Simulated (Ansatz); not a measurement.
# Decaying states in the gap of Cs4KCl5, part 2 of 3

Wanted: the relaxed cell of Cs4KCl5, its band edges and its decay constants. It is built by putting Cs for Na in the KNa4Cl5 structure of space group Immm, with the volume rescaled by atomic radii. The parent structure comes from the Materials Project.

Ansatz 0.2.0; PBE DFT, plane waves, PAW files (the session's first sound run).

So far. Step 2 (Cell and atoms at rest): The largest force component on a free atom ends at 0.020 eV/Å.

The structure was built from a prototype and need not be the compound's stable phase.

**3. Band edges**

The energy window and the wavevectors of the next steps follow from the band edges, so these are searched first, off the mesh as well.

The input, input.yaml:

```yaml
crystal:
  lattice:
    - [-2.4480482226, 3.4867067264, 12.2909791959]
    - [2.4480482226, -3.4867067264, 12.2909791959]
    - [2.4480482226, 3.4867067264, -12.2909791959]
  atoms:
    - { symbol: K, position: [0.0, 0.0, 0.0] }
    - { symbol: Cs, position: [0.5986341489, 0.5986341489, 0.0] }
    - { symbol: Cs, position: [0.1959536051, 0.1959536051, 0.0] }
    - { symbol: Cs, position: [0.8040463949, 0.8040463949, 0.0] }
    - { symbol: Cs, position: [0.4013658511, 0.4013658511, 0.0] }
    - { symbol: Cl, position: [0.9105221495, 0.4105221495, 0.5] }
    - { symbol: Cl, position: [0.7021455251, 0.2021455251, 0.5] }
    - { symbol: Cl, position: [0.2978544749, 0.7978544749, 0.5] }
    - { symbol: Cl, position: [0.5, 0.0, 0.5] }
    - { symbol: Cl, position: [0.0894778505, 0.5894778505, 0.5] }
kpoints:
  mp_grid: { grid: [6, 6, 6] }
  band_path: { path: [VBM, CBM], npoints: 30 }
scf:
  occupations: { method: fixed }
hamiltonian:
  xc: pbe
output:
  eigenvalues: true
  write_potential: true
  write_density: true
  volumetric_format: npy
  elf: true
```

Started as:

```console
ansatz run input.yaml --threads 2 --pin off --max-ram 4096MiB --backend cpu --events-out ev --progress --plain --runs-dir out
```

Numbers of over 12 decimals in the logs are rounded to 6 here.

Output:

```text
[...]
Crystal: 10 atoms, lattice volume = 419.645 Å³
Basis set: ecut = 420 eV, 8223 PW (Γ), FFT grids on a1−a2, a2, a2+a3
Bands: 50, of which v1, the nominal top of the filled ones, is band 40 counted from 1 (39 counted from 0)
Symmetry: 8 space group operations
[...]
k-points: 46 of 216
[...]
SCF iter   1: F=—  HF=-29638.023732 eV  |F-HF|=—  |Δ(HF+E_count)|=         —  Δρ=2.64e-4  dr2=1.16e-3  ethr=1.77e-3  ⟨swp⟩=5.7  Hψ=8290  notcnv=0  defer=294
[...]
SCF iter   6: F=-29638.023383 eV  HF=-29638.023383 eV  |F-HF|=8.66e-9  |Δ(HF+E_count)|=   3.69e-7  Δρ=1.06e-6  dr2=6.60e-9  ethr=1.25e-10  ⟨swp⟩=17.3  Hψ=13426  notcnv=0
SCF 1 converged in 6 iterations: F = -29638.023383 eV  dr2 = 6.60e-9
[...]
NSCF: frozen V_eff on 46 k-points
[...]
SCF converged after 6 iterations
Free energy (F): -29638.023383 eV
[...]
Internal energy: -29638.023383 eV  (E = F + TS)
E sigma→0 (E₀):  -29638.023383 eV
Fermi energy:    0.935312 eV
[...]
--- Band table (eV; the first three rows and the last of 46) ---
  k-point 0: bands = [... 36 lower, 0.8992, 0.9037, 0.9103, 0.9326, 5.7296, 6.7886, 7.0474, 7.2750, ... 6 higher]
  k-point 1: bands = [... 36 lower, 0.8319, 0.8355, 0.8528, 0.8643, 6.2923, 7.1698, 7.2758, 7.4195, ... 6 higher]
  k-point 2: bands = [... 36 lower, 0.7630, 0.7981, 0.8756, 0.8898, 7.2585, 7.3130, 7.5068, 7.8121, ... 6 higher]
  k-point 45: bands = [... 36 lower, 0.8824, 0.8849, 0.8992, 0.9353, 6.2310, 6.2444, 6.5333, 7.6463, ... 6 higher]
```

Run time: 97 s. Hardware: 2 threads of Intel Xeon Platinum 8488C (Sapphire Rapids), shared host; peak memory 1.2 GiB; 3.2 min of CPU time.

This step gave:

```yaml
free_energy: -29638.0234 eV
fermi_energy: 0.9353 eV
gap_on_the_k_mesh: 4.794 eV
gap_on_path: 4.794 eV, by band count; negative where bands overlap
direct_gap_on_path: 4.797 eV
edge_places_on_path: 0, 1.589 1/A along the path
```

Electronic bands along the path, in eV, zero at the Fermi level (highest filled level under fixed occupations); v1 is the highest filled band, c1 the lowest empty one:

```csv
point,v4,v3,v2,v1,c1,c2,c3,c4
VBM,-0.05,-0.05,-0.04,0.00,5.30,5.31,5.60,6.71
halfway,-0.17,-0.14,-0.05,-0.05,6.78,6.81,6.84,6.91
CBM,-0.04,-0.03,-0.03,0.00,4.79,5.85,6.11,6.34
```

Valence density in the ab plane of the cell as run, not the conventional one, at fractional z = 0.000, with atoms of K and Cs within 0.2 Å of it. It is the smooth field of the valence electrons, not physical close to the nuclei.

Ten steps, logarithmic in the rise over the least value, from '0' (0.0 e/Å³) to '9' (4.1 e/Å³), each cell a mean:
```
9996300000000110000000123332100000368
7887520000000000000000134565431000014
2466531000000000000000024677664210000
0012321000000000000000012567666641000
0000000000000011111000000256634664200
0000000000000012343310000024666576420
0000000000000012456654200001356777642
1000000000000001356776531000013556543
1000000000000000146765665210000123433
1000000122210000013665356531000000111
0000000134443210001356656753100000000
0000000124666542100024667765310000000
0000000013577666420000245665320000000
0000000001467556652100012333321000000
1221100000136653675310000011110000001
2344431000013566667531000000000000001
2456665310000135677642100000000000000
1256766653100002345543100000000000000
0135664566410000012332100000000000000
0002566446642000000011100000000110000
0000146666764200000000000000001234320
2000012466765310000000000000000246765
7410000124555421000000000000000136899
9862000001223221000000111100000014799
```
Columns run along a (13.0 Å), rows up along b (13.0 Å). Atoms in or near the plane, at fractional coordinates: K at (0.00, 0.00), Cs at (0.60, 0.60), Cs at (0.20, 0.20), Cs at (0.80, 0.80), Cs at (0.40, 0.40).

Electrostatic potential energy in the ab plane of the cell as run, not the conventional one, at fractional z = 0.000, with atoms of K and Cs within 0.2 Å of it. With pseudopotentials it is smooth inside the atoms' cores, unlike the true potential.

Ten even steps from '0' (-22 eV) to '9' (7 eV), each cell a mean:
```
0004899999999999999999887788999999840
3000589999999999999999986334689999986
8744578999999999999999986200026899999
9988888999999999999999998510100379999
9999999999999999999999999851011016899
9999999999999998877899999986201101689
9999999999999998742357899999852000278
9999999999999999840001479999998532368
8999999999999999973011015899999987778
9999999988899999997301110479999999999
9999999987667899999841010037999999999
9999999986312478999987310015899999999
9999999997300003799999875335789999999
9999999999720110158999999877889999999
8888999999973011104899999999999999999
8766789999998510100489999999999999999
8741125799999974100268999999999999999
9851000158999998764468999999999999999
9985001103799999998888999999999999999
9998510110168999999999999999999999999
9999873000026899999999999999999877789
8999998631014799999999999999999863236
2689999987545789999999999999999973000
0048999999888889999999999999999997200
```
Columns run along a (13.0 Å; values clipped at the 3rd and 97th percentile), rows up along b (13.0 Å). Atoms in or near the plane, at fractional coordinates: K at (0.00, 0.00), Cs at (0.60, 0.60), Cs at (0.20, 0.20), Cs at (0.80, 0.80), Cs at (0.40, 0.40).

ELF in the ab plane of the cell as run, not the conventional one, at fractional z = 0.000, with atoms of K and Cs within 0.2 Å of it. It is the smooth field of the valence electrons, not physical close to the nuclei.

Values, 13 rows by 16 columns, each cell a mean:
```
0.79 0.77 0.14 0.06 0.05 0.06 0.05 0.02 0.01 0.16 0.69 0.69 0.32 0.03 0.06 0.57
0.30 0.63 0.36 0.02 0.05 0.02 0.01 0.02 0.07 0.05 0.57 0.82 0.68 0.60 0.09 0.02
0.05 0.04 0.05 0.01 0.01 0.02 0.18 0.32 0.12 0.03 0.10 0.68 0.41 0.42 0.69 0.10
0.05 0.07 0.02 0.01 0.04 0.03 0.28 0.82 0.80 0.45 0.06 0.09 0.58 0.71 0.84 0.58
0.15 0.01 0.02 0.04 0.04 0.05 0.05 0.61 0.71 0.51 0.66 0.12 0.03 0.28 0.64 0.65
0.04 0.01 0.03 0.39 0.60 0.34 0.05 0.08 0.64 0.47 0.50 0.70 0.10 0.05 0.05 0.09
0.01 0.04 0.04 0.29 0.85 0.79 0.68 0.19 0.05 0.48 0.80 0.87 0.50 0.04 0.05 0.01
0.15 0.10 0.05 0.04 0.47 0.67 0.26 0.73 0.24 0.02 0.16 0.44 0.40 0.06 0.01 0.04
0.61 0.78 0.50 0.11 0.03 0.44 0.69 0.65 0.78 0.15 0.05 0.04 0.02 0.02 0.02 0.07
0.35 0.85 0.62 0.71 0.25 0.02 0.22 0.66 0.82 0.43 0.03 0.04 0.01 0.01 0.07 0.05
0.03 0.46 0.64 0.25 0.76 0.26 0.03 0.05 0.18 0.17 0.03 0.01 0.01 0.07 0.09 0.04
0.11 0.02 0.36 0.75 0.81 0.76 0.12 0.06 0.03 0.01 0.01 0.06 0.03 0.24 0.73 0.53
0.73 0.21 0.02 0.14 0.51 0.66 0.26 0.01 0.02 0.06 0.13 0.06 0.06 0.05 0.59 0.80
```
Columns run along a (13.0 Å), rows up along b (13.0 Å). Atoms in or near the plane, at fractional coordinates: K at (0.00, 0.00), Cs at (0.60, 0.60), Cs at (0.20, 0.20), Cs at (0.80, 0.80), Cs at (0.40, 0.40).

The searched edges give 4.79 eV, as on the mesh.

**4. Decaying states in the gap**

This step: PBE DFT, plane waves, PAW files; complex bands by layer matching along the plane's normal (Ansatz 0.2.0).

The same crystal is laid in a cell whose first two vectors span the (001) plane (indices of the standard conventional cell, whose axes can be ordered otherwise than in the bulk input). At fixed energy and wavevector in the plane the solver finds all kz, real and complex. A few wavevectors are listed, (0, 0) and (0.5, 0) in units of the plane's reciprocal vectors; the slowest state needn't be among them.

The input, input.yaml:

```yaml
crystal:
  lattice:
    - [4.896096445, 0.0, 0.0]
    - [0.0, 6.973413453, 0.0]
    - [2.448048223, 3.486706726, 12.290979196]
  atoms:
    - { symbol: K, position: [0.0, 0.0, 0.0] }
    - { symbol: Cs, position: [0.4013658511, 0.4013658511, 0.1972682978] }
    - { symbol: Cs, position: [0.8040463949, 0.8040463949, 0.3919072102] }
    - { symbol: Cs, position: [0.1959536051, 0.1959536051, 0.6080927898] }
    - { symbol: Cs, position: [0.5986341489, 0.5986341489, 0.8027317022] }
    - { symbol: Cl, position: [0.5894778505, 0.0894778505, 0.821044299] }
    - { symbol: Cl, position: [0.7978544749, 0.2978544749, 0.4042910502] }
    - { symbol: Cl, position: [0.2021455251, 0.7021455251, 0.5957089498] }
    - { symbol: Cl, position: [0.0, 0.5, 0.0] }
    - { symbol: Cl, position: [0.4105221495, 0.9105221495, 0.178955701] }
kpoints:
  mp_grid: { grid: [6, 6, 6] }
scf:
  occupations: { method: fixed }
hamiltonian:
  xc: pbe
output:
  eigenvalues: true
  transmission:
    leads: [[0, 0]]
    kpoints: [[0.0, 0.0], [0.5, 0.0]]
    e_range: [-1.0, 5.79]
    de: 0.11
```

Output:

```text
[...]
Crystal: 10 atoms, lattice volume = 419.645 Å³
Basis set: ecut = 420 eV, 8223 PW (Γ)
Bands: 50, of which v1, the nominal top of the filled ones, is band 40 counted from 1 (39 counted from 0)
Symmetry: 8 space group operations
[...]
k-points: 46 of 216
[...]
SCF iter   1: F=—  HF=-29638.023449 eV  |F-HF|=—  |Δ(HF+E_count)|=         —  Δρ=2.64e-4  dr2=1.16e-3  ethr=1.77e-3  ⟨swp⟩=5.7  Hψ=8251  notcnv=0  defer=294
[...]
SCF iter   6: F=-29638.023366 eV  HF=-29638.023366 eV  |F-HF|=8.73e-9  |Δ(HF+E_count)|=   3.74e-7  Δρ=1.03e-6  dr2=6.19e-9  ethr=1.25e-10  ⟨swp⟩=17.5  Hψ=13453  notcnv=0
SCF 1 converged in 6 iterations: F = -29638.023366 eV  dr2 = 6.19e-9
[...]
transmission: 17 of 34 steps passed
transmission: 34 of 34 steps passed
SCF converged after 6 iterations
Free energy (F): -29638.023366 eV
[...]
Internal energy: -29638.023366 eV  (E = F + TS)
E sigma→0 (E₀):  -29638.023366 eV
Fermi energy:    0.935314 eV
[...]
--- Band table (eV; the first three rows and the last of 46) ---
  k-point 0: bands = [... 36 lower, 0.8992, 0.9037, 0.9103, 0.9326, 5.7296, 6.7886, 7.0474, 7.2750, ... 6 higher]
  k-point 1: bands = [... 36 lower, 0.8729, 0.9025, 0.9031, 0.9334, 5.7924, 6.6711, 6.9361, 7.3050, ... 6 higher]
  k-point 2: bands = [... 36 lower, 0.8598, 0.8897, 0.9002, 0.9347, 5.9709, 6.5120, 6.6305, 7.5497, ... 6 higher]
  k-point 45: bands = [... 36 lower, 0.7585, 0.7852, 0.8806, 0.8913, 7.7131, 7.7458, 7.7778, 7.8458, ... 6 higher]
--- Transmission ---
  basis      : 303 plane waves across, 17 finite elements along
  points     : 2, as listed
  energies   : 62 from -1.000000 to 5.710000 eV about the Fermi level, 0.110000 eV apart; the leads are filled to 2.397162 eV, and channels, transmission and decay are at 2.410000 eV
  crystal 0  : Cl5Cs4K1, at the sites [0, 0], period 12.2910 Å: whole cells are its period
    offset         : up to 0.0000 Å between an atom of the period and one for which it stands
    channels       : 0.000000e0 a spin
    conductance    : none, the energies end too early or step too widely for 300 K: set another output.transmission.e_range or a lower de, or, where they end at an eighth of basis.ecutwfc, a higher one
    slowest decay  : 0.3990 /Å at (0.0000, 0.0000)
```

Wall time 3.4 min (2 threads); peak memory 1.7 GiB; 5.4 min of CPU time.

Numbers from this step:

- level to which the leads are filled: 2.397 eV from the Fermi level
- decay constant at the filling level, zone centre: 0.399 Å⁻¹
- decay constant at the filling level, slowest listed point: 0.399 Å⁻¹

K parallel (0, 0); values up to 1.466 1/Å, a degenerate pair printed once or twice; energies at which all values exceed this have no row. Im kz of the slowest decaying states against energy, zero at the highest filled level on the SCF mesh:

```csv
energy (eV),decay 1 (Å⁻¹),decay 2 (Å⁻¹),decay 3 (Å⁻¹),decay 4 (Å⁻¹)
-1.000,0.353,0.531,0.825,0.832
-0.450,0.252,0.546,0.807,0.891
-0.010,0.0823,0.110,0.113,0.168
0.540,0.315,0.355,0.449,0.498
0.980,0.370,0.423,0.526,0.575
1.530,0.400,0.468,0.577,0.630
1.970,0.405,0.487,0.601,0.656
2.520,0.396,0.496,0.615,0.623
2.960,0.376,0.493,0.587,0.618
3.510,0.335,0.475,0.540,0.614
3.950,0.285,0.444,0.507,0.604
4.500,0.178,0.376,0.472,0.578
5.050,0.272,0.434,0.522,0.557
5.490,0.117,0.399,0.469,0.529
```

K parallel (0.5, 0); values up to 1.466 1/Å, a degenerate pair printed once or twice; energies at which all values exceed this have no row. Im kz of the slowest decaying states against energy, zero at the highest filled level on the SCF mesh:

```csv
energy (eV),decay 1 (Å⁻¹),decay 2 (Å⁻¹),decay 3 (Å⁻¹),decay 4 (Å⁻¹)
-1.00,0.345,0.442,1.00,1.14
-0.67,0.166,0.319,0.874,1.14
-0.34,0.0205,0.646,1.14,1.33
-0.01,0.0760,0.155,0.160,1.15
0.32,0.345,0.370,0.658,1.16
0.65,0.434,0.461,0.726,1.17
0.98,0.493,0.519,0.749,1.18
1.31,0.537,0.559,0.753,1.18
1.64,0.572,0.589,0.746,1.18
1.97,0.600,0.611,0.731,1.15
2.30,0.623,0.627,0.711,1.12
2.74,0.640,0.647,0.678,1.06
3.07,0.645,0.647,0.661,1.01
3.40,0.612,0.646,0.672,0.967
3.73,0.573,0.644,0.679,0.919
4.06,0.527,0.638,0.684,0.872
4.39,0.474,0.629,0.685,0.823
4.72,0.411,0.615,0.682,0.775
5.05,0.332,0.597,0.678,0.724
5.38,0.216,0.570,0.671,0.673
5.71,0.531,0.623,0.663,0.821
```

At the listed wavevectors the last open channel is at -0.12 eV and the next at +4.83 eV on the grid. At +2.41 eV, the grid energy nearest the filling level (the middle of the gap on the SCF mesh), the slowest state at the listed wavevectors decays with κ = 0.399 Å⁻¹, its amplitude falling by e over 2.5 Å. Through 1 nm of this crystal that state's transmission falls by exp(−2 × 0.399 Å⁻¹ × 10 Å) = 3.4e-4.

**5. Band edges at another level**

This step: LDA DFT, plane waves, PAW files (Ansatz 0.2.0).

The edges again with LDA, at the same atoms.

The input, input.yaml:

```yaml
crystal:
  lattice:
    - [-2.4480482226, 3.4867067264, 12.2909791959]
    - [2.4480482226, -3.4867067264, 12.2909791959]
    - [2.4480482226, 3.4867067264, -12.2909791959]
  atoms:
    - { symbol: K, position: [0.0, 0.0, 0.0] }
    - { symbol: Cs, position: [0.5986341489, 0.5986341489, 0.0] }
    - { symbol: Cs, position: [0.1959536051, 0.1959536051, 0.0] }
    - { symbol: Cs, position: [0.8040463949, 0.8040463949, 0.0] }
    - { symbol: Cs, position: [0.4013658511, 0.4013658511, 0.0] }
    - { symbol: Cl, position: [0.9105221495, 0.4105221495, 0.5] }
    - { symbol: Cl, position: [0.7021455251, 0.2021455251, 0.5] }
    - { symbol: Cl, position: [0.2978544749, 0.7978544749, 0.5] }
    - { symbol: Cl, position: [0.5, 0.0, 0.5] }
    - { symbol: Cl, position: [0.0894778505, 0.5894778505, 0.5] }
kpoints:
  mp_grid: { grid: [6, 6, 6] }
  band_path: { path: [VBM, CBM], npoints: 30 }
scf:
  occupations: { method: fixed }
hamiltonian:
  xc: lda
output:
  eigenvalues: true
```

Output:

```text
[...]
Crystal: 10 atoms, lattice volume = 419.645 Å³
Basis set: ecut = 420 eV, 8223 PW (Γ), FFT grids on a1+a3, a2+a3, a3
Bands: 50, of which v1, the nominal top of the filled ones, is band 40 counted from 1 (39 counted from 0)
Symmetry: 8 space group operations
[...]
k-points: 46 of 216
[...]
SCF iter   1: F=—  HF=-28755.469620 eV  |F-HF|=—  |Δ(HF+E_count)|=         —  Δρ=4.79e-3  dr2=1.19e-1  ethr=1.77e-3  ⟨swp⟩=5.5  Hψ=8114  notcnv=0  defer=305
[...]
SCF iter   7: F=-28755.431532 eV  HF=-28755.431532 eV  |F-HF|=2.08e-9  |Δ(HF+E_count)|=   5.26e-8  Δρ=1.77e-6  dr2=1.64e-8  ethr=1.25e-10  ⟨swp⟩=17.0  Hψ=13452  notcnv=0
SCF 1 converged in 7 iterations: F = -28755.431532 eV  dr2 = 1.64e-8
[...]
SCF converged after 7 iterations
Free energy (F): -28755.431532 eV
[...]
Internal energy: -28755.431532 eV  (E = F + TS)
E sigma→0 (E₀):  -28755.431532 eV
Fermi energy:    0.655847 eV
[...]
--- Band table (eV; the first three rows and the last of 46) ---
  k-point 0: bands = [... 36 lower, 0.6178, 0.6209, 0.6283, 0.6530, 5.0246, 6.2090, 6.4392, 6.6159, ... 6 higher]
  k-point 1: bands = [... 36 lower, 0.5458, 0.5503, 0.5657, 0.5763, 5.6073, 6.5950, 6.6946, 6.8459, ... 6 higher]
  k-point 2: bands = [... 36 lower, 0.4743, 0.5102, 0.5894, 0.6034, 6.6813, 6.7377, 6.8625, 7.2264, ... 6 higher]
  k-point 45: bands = [... 36 lower, 0.6001, 0.6001, 0.6159, 0.6558, 5.5535, 5.5546, 5.9425, 7.0810, ... 6 higher]
```

Elapsed: 98 s, on 2 threads; peak memory 1.1 GiB.

Numbers from this step:

```yaml
free_energy: -28755.4315 eV
fermi_energy: 0.6558 eV
gap_on_the_k_mesh: 4.369 eV
gap_on_path: 4.369 eV, by band count; negative where bands overlap
direct_gap_on_path: 4.372 eV
```

Electronic bands along the path, in eV, zero at the Fermi level (highest filled level under fixed occupations); v1 is the highest filled band, c1 the lowest empty one:

```csv
point,v4,v3,v2,v1,c1,c2,c3,c4
VBM,-0.06,-0.06,-0.04,0.00,4.90,4.90,5.29,6.43
halfway,-0.18,-0.15,-0.06,-0.05,6.48,6.52,6.55,6.62
CBM,-0.04,-0.04,-0.03,0.00,4.37,5.55,5.78,5.96
```

The searched edges give 4.37 eV, as on the mesh.

Between step 3 and this run (LDA) the value for the gap on path moves from 4.79 eV to 4.37 eV.

(Continued in part 3 of 3.)

[Logs are printed without paths, hosts, clocks, repeated set-up lines and the standing remarks that a program may print on its own settings, such as how far it seeks lower states.]

[Hosts, paths, dates, database ids (printed as entryN), source tags and the programs' standing remarks are cut or masked in the printed files.]
